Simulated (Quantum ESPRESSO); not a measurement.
# KMgF3 (Pm-3m): modes at Γ and the response to a field, part 4 of 5

Aim: the zone-centre modes of KMgF3 (Pm-3m).

Quantum ESPRESSO 7.5; DFT PBE, scalar-relativistic, plane waves, GBRV ultrasoft pseudopotentials.

So far. Step 6 (Zone-centre analysis): The rule also moves an optical mode by 1.0 cm⁻¹. Step 9 (The LO-TO splitting (1 0 0)): The field moves 3 modes; the highest of them now lies at 524 cm⁻¹, where the highest that moved away lay at 426.

### Step 10. Ground state, volume × 0.94

Bonds stiffen under compression, so frequencies follow the volume; the atoms are not relaxed anew.

scf.in reads:

```
 &control
    calculation='scf',
    prefix='x',
    outdir='./tmp',
    pseudo_dir='./pseudo',
    tprnfor=.true.,
    tstress=.true.,
 /
 &system
    ibrav=1,
    celldm(1)=7.50208448,
    nat=5,
    ntyp=3,
    ecutwfc=55.0,
    ecutrho=440.0,
    occupations='fixed',
    nbnd=22,
 /
 &electrons
    conv_thr=1.0d-12,
    mixing_beta=0.7,
    electron_maxstep=100,
 /
ATOMIC_SPECIES
 K      39.0983  K.upf
 Mg     24.3050  Mg.upf
 F      18.9984  F.upf
ATOMIC_POSITIONS crystal
 K      0.500000000   0.500000000   0.500000000
 Mg     0.000000000   0.000000000   0.000000000
 F      0.500000000   0.000000000   0.000000000
 F      0.000000000   0.500000000   0.000000000
 F      0.000000000   0.000000000   0.500000000
K_POINTS automatic
 8 8 8 0 0 0
```

Launch:

```
$ OMP_NUM_THREADS=1 mpirun -n 4 pw.x -nk 4 -in scf.in > scf.out
```

The program printed:

```text
[banners, grids, parts of the stress and lines that vanish by symmetry left out]
[banner, memory and clock lines left out]
Program PWSCF v.7.5

[...]
kinetic-energy cutoff     =      55.0000  Ry
     charge density cutoff     =     440.0000  Ry
     scf convergence threshold =      1.0E-12
[...]
Exchange-correlation=  SLA  PW   PBX  PBC
                           (   1   4   3   4   0   0   0)
[...]
48 Sym. Ops., with inversion, found
[...]
number of k points=    35
[...]
End of self-consistent calculation
[...]
highest occupied, lowest unoccupied level (ev):     2.8915   10.3026
!    total energy              =    -328.89304128 Ry
[...]
convergence has been achieved in  13 iterations
[...]
atom    1 type  1   force =     0.00000000    0.00000000    0.00000000
     atom    2 type  2   force =     0.00000000    0.00000000    0.00000000
     atom    3 type  3   force =     0.00000000    0.00000000    0.00000000
     atom    4 type  3   force =     0.00000000    0.00000000    0.00000000
     atom    5 type  3   force =     0.00000000    0.00000000    0.00000000
     Total force =     0.000000     Total SCF correction =     0.000000
[...]
total   stress  (Ry/bohr**3)                   (kbar)     P=       47.57
[...]
XML data file, charge density, pseudopotentials, collected wavefunctions
```

Elapsed: 33 s, on 4 MPI ranks of Arm Neoverse N1, shared host; 2.2 min of CPU time.

Numbers from this step:

- volume per atom: 12.51 Å³
- pressure: 4.757 GPa
- gap on the k-mesh: 7.411 eV

### Step 11. Zone-centre response, volume × 0.94

It starts from a fresh copy of the ground state of step 10.

ph.in reads:

```
phonons
 &inputph
    prefix='x',
    outdir='./tmp',
    fildyn='s.dyn',
    tr2_ph=1.0d-18,
    epsil=.true.,
 /
0.000000000000 0.000000000000 0.000000000000
```

Launch:

```
$ OMP_NUM_THREADS=1 mpirun -n 4 ph.x -nk 4 -in ph.in > ph.out
```

The program printed:

```text
[banners, grids, parts of the stress and lines that vanish by symmetry left out]
[banner, memory and clock lines left out]
Program PHONON v.7.5

[...]
Exchange-correlation= PBE
                           (   1   4   3   4   0   0   0)
[...]
kinetic-energy cut-off    =      55.0000  Ry
     charge density cut-off    =     440.0000  Ry
     convergence threshold     =      1.0E-18
[...]
Exchange-correlation= PBE
                           (   1   4   3   4   0   0   0)
[...]
q = (   0.0000000   0.0000000   0.0000000 )
     49 Sym.Ops. (with q -> -q+G )
     G cutoff =  627.2734  (  65795 G-vectors)     FFT grid: ( 54, 54, 54)
     G cutoff =  313.6367  (  23127 G-vectors)  smooth grid: ( 36, 36, 36)
     number of k points=    35
[...]
Mode symmetry, O_h (m-3m)  point group:
[...]
Dielectric constant
[...]
End of electric fields calculation
          Dielectric constant in cartesian axis
          (       2.093488988       0.000000000       0.000000000 )
          (       0.000000000       2.093488988       0.000000000 )
          (       0.000000000       0.000000000       2.093488988 )
          Effective charges (d Force / dE) in cartesian axis without acoustic sum rule applied (asr)
           atom    1  K     Mean Z*:        1.18743
      Ex  (        1.18743        0.00000        0.00000 )
      Ey  (        0.00000        1.18743        0.00000 )
      Ez  (        0.00000        0.00000        1.18743 )
           atom    2  Mg    Mean Z*:        2.00274
      Ex  (        2.00274        0.00000        0.00000 )
      Ey  (        0.00000        2.00274        0.00000 )
      Ez  (        0.00000        0.00000        2.00274 )
           atom    3  F     Mean Z*:       -1.06164
      Ex  (       -1.26277        0.00000        0.00000 )
      Ey  (        0.00000       -0.96108        0.00000 )
      Ez  (        0.00000        0.00000       -0.96108 )
           atom    4  F     Mean Z*:       -1.06164
      Ex  (       -0.96108        0.00000        0.00000 )
      Ey  (        0.00000       -1.26277        0.00000 )
      Ez  (        0.00000        0.00000       -0.96108 )
           atom    5  F     Mean Z*:       -1.06164
      Ex  (       -0.96108        0.00000        0.00000 )
      Ey  (        0.00000       -0.96108        0.00000 )
      Ez  (        0.00000        0.00000       -1.26277 )
          Effective charges Sum: Mean:        0.00524
[...]
Effective charges (d Force / dE) in cartesian axis with asr applied:
           atom    1  K     Mean Z*:        1.18638
[...]
atom    2  Mg    Mean Z*:        2.00169
[...]
atom    3  F     Mean Z*:       -1.06269
[...]
atom    4  F     Mean Z*:       -1.06269
[...]
atom    5  F     Mean Z*:       -1.06269
[...]
Representation #   1 modes #   1   2   3
[...]
End of self-consistent calculation
     Convergence has been achieved
     Representation #   2 modes #   4   5   6
[...]
End of self-consistent calculation
     Convergence has been achieved
     Representation #   3 modes #   7   8   9
[...]
thresh= 3.047E-10 alpha_mix =  0.700 |ddv_scf|^2 =  1.221E-19

     End of self-consistent calculation
```

Wall time 15 min (4 MPI ranks).

The run was cut off at its time limit.

### Step 12. Self-consistent run for the response, volume × 0.97

scf.in, as its differences from that of step 10:

```diff
@@ -10,3 +10,3 @@
     ibrav=1,
-    celldm(1)=7.50208448,
+    celldm(1)=7.5810596,
     nat=5,
```

Launch:

```
$ OMP_NUM_THREADS=1 mpirun -n 4 pw.x -nk 4 -in scf.in > scf.out
```

The program printed:

```text
[banners, grids, parts of the stress and lines that vanish by symmetry left out]
[banner, memory and clock lines left out]
Program PWSCF v.7.5

[...]
kinetic-energy cutoff     =      55.0000  Ry
     charge density cutoff     =     440.0000  Ry
     scf convergence threshold =      1.0E-12
[...]
Exchange-correlation=  SLA  PW   PBX  PBC
                           (   1   4   3   4   0   0   0)
[...]
48 Sym. Ops., with inversion, found
[...]
number of k points=    35
[...]
c_bands:  1 eigenvalues not converged
[...]
End of self-consistent calculation
[...]
highest occupied, lowest unoccupied level (ev):     2.5965    9.7708
!    total energy              =    -328.89623567 Ry
[...]
convergence has been achieved in  11 iterations
[...]
atom    1 type  1   force =     0.00000000    0.00000000    0.00000000
     atom    2 type  2   force =     0.00000000    0.00000000    0.00000000
     atom    3 type  3   force =     0.00000000    0.00000000    0.00000000
     atom    4 type  3   force =     0.00000000    0.00000000    0.00000000
     atom    5 type  3   force =     0.00000000    0.00000000    0.00000000
     Total force =     0.000000     Total SCF correction =     0.000000
[...]
total   stress  (Ry/bohr**3)                   (kbar)     P=       22.09
[...]
XML data file, charge density, pseudopotentials, collected wavefunctions
```

The job ended after 30 s (4 MPI ranks; 2 min of CPU time).

This step gave:

```yaml
volume_per_atom: 12.91 Å³
pressure: 2.209 GPa
gap_on_the_k_mesh: 7.174 eV
```

### Step 13. Linear response at Γ, volume × 0.97

It starts from a fresh copy of the ground state of step 12.

ph.in is that of step 11.

Launch:

```
$ OMP_NUM_THREADS=1 mpirun -n 4 ph.x -nk 4 -in ph.in > ph.out
```

The program printed:

```text
[banners, grids, parts of the stress and lines that vanish by symmetry left out]
[banner, memory and clock lines left out]
Program PHONON v.7.5

[...]
Exchange-correlation= PBE
                           (   1   4   3   4   0   0   0)
[...]
kinetic-energy cut-off    =      55.0000  Ry
     charge density cut-off    =     440.0000  Ry
     convergence threshold     =      1.0E-18
[...]
Exchange-correlation= PBE
                           (   1   4   3   4   0   0   0)
[...]
q = (   0.0000000   0.0000000   0.0000000 )
     49 Sym.Ops. (with q -> -q+G )
     G cutoff =  640.5496  (  67715 G-vectors)     FFT grid: ( 54, 54, 54)
     G cutoff =  320.2748  (  23871 G-vectors)  smooth grid: ( 36, 36, 36)
     number of k points=    35
[...]
Mode symmetry, O_h (m-3m)  point group:
[...]
Dielectric constant
[...]
End of electric fields calculation
          Dielectric constant in cartesian axis
          (       2.078657337       0.000000000       0.000000000 )
          (       0.000000000       2.078657337       0.000000000 )
          (       0.000000000       0.000000000       2.078657337 )
          Effective charges (d Force / dE) in cartesian axis without acoustic sum rule applied (asr)
           atom    1  K     Mean Z*:        1.18402
      Ex  (        1.18402        0.00000        0.00000 )
      Ey  (        0.00000        1.18402        0.00000 )
      Ez  (        0.00000        0.00000        1.18402 )
           atom    2  Mg    Mean Z*:        2.01223
      Ex  (        2.01223        0.00000        0.00000 )
      Ey  (        0.00000        2.01223        0.00000 )
      Ez  (        0.00000        0.00000        2.01223 )
           atom    3  F     Mean Z*:       -1.06370
      Ex  (       -1.27617        0.00000        0.00000 )
      Ey  (        0.00000       -0.95747        0.00000 )
      Ez  (        0.00000        0.00000       -0.95747 )
           atom    4  F     Mean Z*:       -1.06370
      Ex  (       -0.95747        0.00000        0.00000 )
      Ey  (        0.00000       -1.27617        0.00000 )
      Ez  (        0.00000        0.00000       -0.95747 )
           atom    5  F     Mean Z*:       -1.06370
      Ex  (       -0.95747        0.00000        0.00000 )
      Ey  (        0.00000       -0.95747        0.00000 )
      Ez  (        0.00000        0.00000       -1.27617 )
          Effective charges Sum: Mean:        0.00515
[...]
Effective charges (d Force / dE) in cartesian axis with asr applied:
           atom    1  K     Mean Z*:        1.18299
[...]
atom    2  Mg    Mean Z*:        2.01120
[...]
atom    3  F     Mean Z*:       -1.06473
[...]
atom    4  F     Mean Z*:       -1.06473
[...]
atom    5  F     Mean Z*:       -1.06473
[...]
Representation #   1 modes #   1   2   3
[...]
End of self-consistent calculation
     Convergence has been achieved
     Representation #   2 modes #   4   5   6
[...]
End of self-consistent calculation
     Convergence has been achieved
     Representation #   3 modes #   7   8   9
[...]
End of self-consistent calculation
     Convergence has been achieved
     Representation #   4 modes #  10  11  12
[...]
iter #   1   av.it.:   7.8
      thresh= 1.000E-02 alpha_mix =  0.700 |ddv_scf|^2 =  3.607E-07
```

Run time: 15 min. Hardware: 4 MPI ranks.

The run was cut off at its time limit.

### Step 14. Ground state, volume × 1.03

scf.in, as its differences from that of step 12:

```diff
@@ -10,3 +10,3 @@
     ibrav=1,
-    celldm(1)=7.5810596,
+    celldm(1)=7.73425359,
     nat=5,
```

Launch:

```
$ OMP_NUM_THREADS=1 mpirun -n 4 pw.x -nk 4 -in scf.in > scf.out
```

The program printed:

```text
[banners, grids, parts of the stress and lines that vanish by symmetry left out]
[banner, memory and clock lines left out]
Program PWSCF v.7.5

[...]
kinetic-energy cutoff     =      55.0000  Ry
     charge density cutoff     =     440.0000  Ry
     scf convergence threshold =      1.0E-12
[...]
Exchange-correlation=  SLA  PW   PBX  PBC
                           (   1   4   3   4   0   0   0)
[...]
48 Sym. Ops., with inversion, found
[...]
number of k points=    35
[...]
End of self-consistent calculation
[...]
highest occupied, lowest unoccupied level (ev):     2.0630    8.8083
!    total energy              =    -328.89648816 Ry
[...]
convergence has been achieved in  12 iterations
[...]
atom    1 type  1   force =     0.00000000    0.00000000    0.00000000
     atom    2 type  2   force =     0.00000000    0.00000000    0.00000000
     atom    3 type  3   force =     0.00000000    0.00000000    0.00000000
     atom    4 type  3   force =     0.00000000    0.00000000    0.00000000
     atom    5 type  3   force =     0.00000000    0.00000000    0.00000000
     Total force =     0.000000     Total SCF correction =     0.000000
[...]
total   stress  (Ry/bohr**3)                   (kbar)     P=      -17.92
[...]
XML data file, charge density, pseudopotentials, collected wavefunctions
```

Wall time 35 s (4 MPI ranks).

This step gave:

| Property | Result |
| --- | --- |
| volume per atom | 13.71 Å³ |
| pressure | -1.792 GPa |
| gap on the k-mesh | 6.745 eV |

### Step 15. Linear response at Γ, volume × 1.03

It starts from a fresh copy of the ground state of step 14.

ph.in is that of step 13.

Launch:

```
$ OMP_NUM_THREADS=1 mpirun -n 4 ph.x -nk 4 -in ph.in > ph.out
```

The program printed:

```text
[banners, grids, parts of the stress and lines that vanish by symmetry left out]
[banner, memory and clock lines left out]
Program PHONON v.7.5

[...]
Exchange-correlation= PBE
                           (   1   4   3   4   0   0   0)
[...]
kinetic-energy cut-off    =      55.0000  Ry
     charge density cut-off    =     440.0000  Ry
     convergence threshold     =      1.0E-18
[...]
Exchange-correlation= PBE
                           (   1   4   3   4   0   0   0)
[...]
q = (   0.0000000   0.0000000   0.0000000 )
     49 Sym.Ops. (with q -> -q+G )
     G cutoff =  666.6989  (  72359 G-vectors)     FFT grid: ( 54, 54, 54)
     G cutoff =  333.3495  (  25533 G-vectors)  smooth grid: ( 40, 40, 40)
     number of k points=    35
[...]
Mode symmetry, O_h (m-3m)  point group:
[...]
Dielectric constant
[...]
End of electric fields calculation
          Dielectric constant in cartesian axis
          (       2.051815684       0.000000000       0.000000000 )
          (       0.000000000       2.051815684       0.000000000 )
          (       0.000000000       0.000000000       2.051815684 )
          Effective charges (d Force / dE) in cartesian axis without acoustic sum rule applied (asr)
           atom    1  K     Mean Z*:        1.17840
      Ex  (        1.17840        0.00000        0.00000 )
      Ey  (        0.00000        1.17840        0.00000 )
      Ez  (        0.00000        0.00000        1.17840 )
           atom    2  Mg    Mean Z*:        2.03074
      Ex  (        2.03074        0.00000        0.00000 )
      Ey  (        0.00000        2.03074        0.00000 )
      Ez  (        0.00000        0.00000        2.03074 )
           atom    3  F     Mean Z*:       -1.06803
      Ex  (       -1.30146        0.00000        0.00000 )
      Ey  (        0.00000       -0.95132        0.00000 )
      Ez  (        0.00000        0.00000       -0.95132 )
           atom    4  F     Mean Z*:       -1.06803
      Ex  (       -0.95132        0.00000        0.00000 )
      Ey  (        0.00000       -1.30146        0.00000 )
      Ez  (        0.00000        0.00000       -0.95132 )
           atom    5  F     Mean Z*:       -1.06803
      Ex  (       -0.95132        0.00000        0.00000 )
      Ey  (        0.00000       -0.95132        0.00000 )
      Ez  (        0.00000        0.00000       -1.30146 )
          Effective charges Sum: Mean:        0.00504
[...]
Effective charges (d Force / dE) in cartesian axis with asr applied:
           atom    1  K     Mean Z*:        1.17739
[...]
atom    2  Mg    Mean Z*:        2.02973
[...]
atom    3  F     Mean Z*:       -1.06904
[...]
atom    4  F     Mean Z*:       -1.06904
[...]
atom    5  F     Mean Z*:       -1.06904
[...]
Representation #   1 modes #   1   2   3
[...]
End of self-consistent calculation
     Convergence has been achieved
     Representation #   2 modes #   4   5   6
[...]
End of self-consistent calculation
     Convergence has been achieved
     Representation #   3 modes #   7   8   9
[...]
[... iterations left out ...]
      iter #   7   av.it.:  15.5
      thresh= 1.449E-09 alpha_mix =  0.700 |ddv_scf|^2 =  1.032E-17
```

Wall time 17 min (4 MPI ranks).

The run was cut off at its time limit.

[end of part 4 of 5]

[Host names and launcher messages were left out of these logs when they were recorded.]

[Logs are printed without paths, hosts, clocks, repeated set-up lines and the standing remarks that a program may print on its own settings, such as how far it seeks lower states.]

[Hosts, paths, dates, database ids (printed as entryN), source tags and the programs' standing remarks are cut or masked in the printed files.]
